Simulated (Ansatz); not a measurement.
## Graphene zigzag nanoribbon, H-capped, B on C sites: how far the plane-wave cutoff must go

How do energy, forces and time move with the plane-wave cutoff?

Calculated with Ansatz 0.2.0; Kohn-Sham DFT, PBE+D4, PAW set soft_1, plane waves.

### Step 1. Set-up

The cell holds 72 atoms: 57 C, 7 B and 8 H. Its edges and angles: a = 9.840 Å, b = 27.803 Å, c = 10.000 Å, α = 90.0°, β = 90.0°, γ = 90.0°. Graphene (a = 2.46 A), rectangular cell with x along the zigzag direction; strip 18 A wide, 4 periods, edges capped with H, 10 A of vacuum, 7 of 64 C replaced by B at random; not relaxed, displaced by a Gaussian of 0.02 A. Regions: sheet, 64 atoms (57 C and 7 B); hydrogen, 8 atoms (8 H). Vacuum lies along b and c. The structure's axis is a.

### Step 2. The script

ASE makes the structure inside the script; the seeds are typed, so the same atoms come back each time. The 2×1×1 mesh is chosen so that along the periodic directions points times cell width come to 19.6 Å or more. A smearing of 0.05 eV is typed, narrow for a metal. A dispersion term (D4) is added as well, though little in this cell is weakly bound. The PAW files are read from a folder beside the script (Ansatz's set soft_1), and the density starts from superposed atoms. The highest cutoff serves as the reference; forces are the test that matters for later relaxations, while absolute energies converge more slowly and partly cancel in differences.

Input file test_settings.py:

```python
import time
import warnings
import numpy as np
from ase import Atoms
from ase.build import make_supercell
from ase.neighborlist import neighbor_list
import ansatz as az

warnings.simplefilter("ignore", az.DeckWarning)
u = Atoms(['C', 'C'], cell=[2.46, 2.46, 1, 90, 90, 120], pbc=True,
          scaled_positions=[[1/3, 2/3, 0], [2/3, 1/3, 0]])  # z in A
w = make_supercell(u, [[1, 0, 0], [1, 2, 0], [0, 0, 1]], wrap=False)
z = w.positions[:, 2].copy()
w.set_cell(w.cell.cellpar(), scale_atoms=True)  # standard orientation
w.positions[:, 2] = z; w.cell[2] = [0, 0, 30]; w.wrap(pbc=[1, 1, 0], eps=1e-6)
full = w.repeat([4, 9, 1])
d = full.positions - np.array([0, 1.8, 0]) @ w.cell[:]
keep = (d[:, 1] > 0) & (d[:, 1] < 18.01)
# cap broken bonds with H: drop atoms with fewer than two neighbours, then put H along each missing bond
for _ in range(4):
    n = np.bincount(neighbor_list('i', full[keep], 1.63), minlength=keep.sum())
    keep[np.where(keep)[0][n < 2]] = False
i, j, D = neighbor_list('ijD', full, 1.63)
miss = keep[i] & ~keep[j]
bond = {'C': 1.09}
caps = [full.positions[a] + d / np.linalg.norm(d) * bond[full[a].symbol] for a, d in zip(i[miss], D[miss])]
atoms = full[keep] + Atoms('H' * len(caps), caps)
atoms.set_tags([0] * keep.sum() + [1] * len(caps))
rng = np.random.default_rng(30314)
sites = rng.permutation([a.index for a in atoms if a.symbol == 'C'])
new = ['B'] * 7
for k, e in zip(sites, new): atoms[k].symbol = e
atoms.set_cell(full.cell); atoms.center(vacuum=5, axis=(1, 2)); atoms.pbc = True
atoms.rattle(0.02, seed=30314)
atoms.wrap()
print("formula", atoms.get_chemical_formula(mode="reduce") if len(atoms) < 20 else atoms.get_chemical_formula())
print("cell (A, deg)", np.round(atoms.cell.cellpar(), 3))

base = (
    az.Crystal.from_ase(atoms)
    .calculation()
    .functional("pbe", dispersion="d4")
    .pseudopotentials("paw", azcp={"folder": "./paw"}, xc_functional="pbe")
    .kpoints(2, 1, 1)
    .occupations("fermi_dirac", width=0.05)
    .forces()
    .band_table()
)

def gap_of(report):
    e = np.concatenate(report["eigenvalues_ev"]); f = np.concatenate(report["occupations"])
    f = f / f.max()  # a half-filled level counts on both sides, so the gap is then zero
    return e[f > 0.3].max(), e[f < 0.7].min()

rows = []
for cutoff in [180, 260, 340, 420, 550]:
    start = time.time()
    try:
        r = base.basis(cutoff).run(threads=4).report
    except az.AnsatzError as error:
        print(cutoff, 'failed:', str(error)[:110])
        continue
    homo, lumo = gap_of(r)
    rows.append((cutoff, r['free_energy_ev'] / len(atoms), np.array(r['forces_ev_ang']), max(lumo - homo, 0), np.nan, r['n_iterations'], time.time() - start))
    print(cutoff, f"F = {r['free_energy_ev']:.4f} eV, {r['n_iterations']} iterations, {time.time() - start:.0f} s", flush=True)

ref = rows[-1]
scale = np.sqrt(np.mean(ref[2] ** 2))
print(f"r.m.s. force of the reference: {scale:.3f} eV/A")
print("  cutoff  dE (meV/atom)  dF rms (meV/A)  dF (%)  gap (eV)  iter  time (s)")
for name, e, f, gap, p, n, t in rows:
    df = np.sqrt(np.mean((f - ref[2]) ** 2))
    print(f"{str(name):>8s} {1000 * (e - ref[1]):14.2f} {1000 * df:15.2f} {100 * df / scale:7.2f} {gap:9.3f} {n:5d} {t:9.1f}")
```

The run is started by

```sh
> python test_settings.py
```

Log:

```text
formula C57H8B7
cell (A, deg) [ 9.84  27.803 10.    90.    90.    90.   ]
180 F = -15358.6865 eV, 18 iterations, 16 s
260 F = -15490.9020 eV, 17 iterations, 20 s
340 F = -15510.3402 eV, 17 iterations, 30 s
420 F = -15512.1301 eV, 17 iterations, 37 s
550 F = -15512.2363 eV, 17 iterations, 55 s
r.m.s. force of the reference: 1.820 eV/A
  cutoff  dE (meV/atom)  dF rms (meV/A)  dF (%)  gap (eV)  iter  time (s)
     180        2132.64          389.77   21.42     0.000    18      16.1
     260         296.31           92.74    5.10     0.000    17      19.9
     340          26.34           12.25    0.67     0.000    17      29.9
     420           1.48            1.13    0.06     0.000    17      36.9
     550           0.00            0.00    0.00     0.000    17      55.3
```

Run time: 2.6 min. Hardware: 4 threads of Arm Neoverse V2, shared host; peak memory 8.3 GiB.

### Step 3. Results

| Item | Value |
| --- | --- |
| reference run | 550, 55 s |
| r.m.s. force component of the reference | 1.82 eV/Å |
| largest r.m.s. force difference | 390 meV/Å (180) |
| smallest r.m.s. force difference | 1.13 meV/Å (420) |
| energy differences | 1.48 to 2133 meV/atom |

**Reading.** The cheapest setting whose forces lie within 1 % of the reference is 340 eV, at 0.54 times the reference's time; that is still 12 meV/Å, since the forces here are large, and too much for a tight relaxation. The cell is far from relaxed, so 1 % of its forces is a lenient mark. Up to 4 levels (over all k-points) are partly filled under the smearing, and with an odd electron count a run without spin can't have a gap. The run has no spin polarisation; where these levels come from dangling bonds, polar faces, dopants or defects, spin or a reconstruction can open a gap, and a semilocal functional can also close a narrow gap by itself. Notices that the program raised in these runs, those on memory apart (the script silences some of them): cutoff below recommended.

[Logs are printed without paths, hosts, clocks, repeated set-up lines and the standing remarks that a program may print on its own settings, such as how far it seeks lower states.]

[Hosts, paths, dates, database ids (printed as entryN), source tags and the programs' standing remarks are cut or masked in the printed files.]

[Scripts of this kind were picked in part by their result: those with far moves, changed bonds, near-zero gaps or large misses at database cells are mostly left out.]
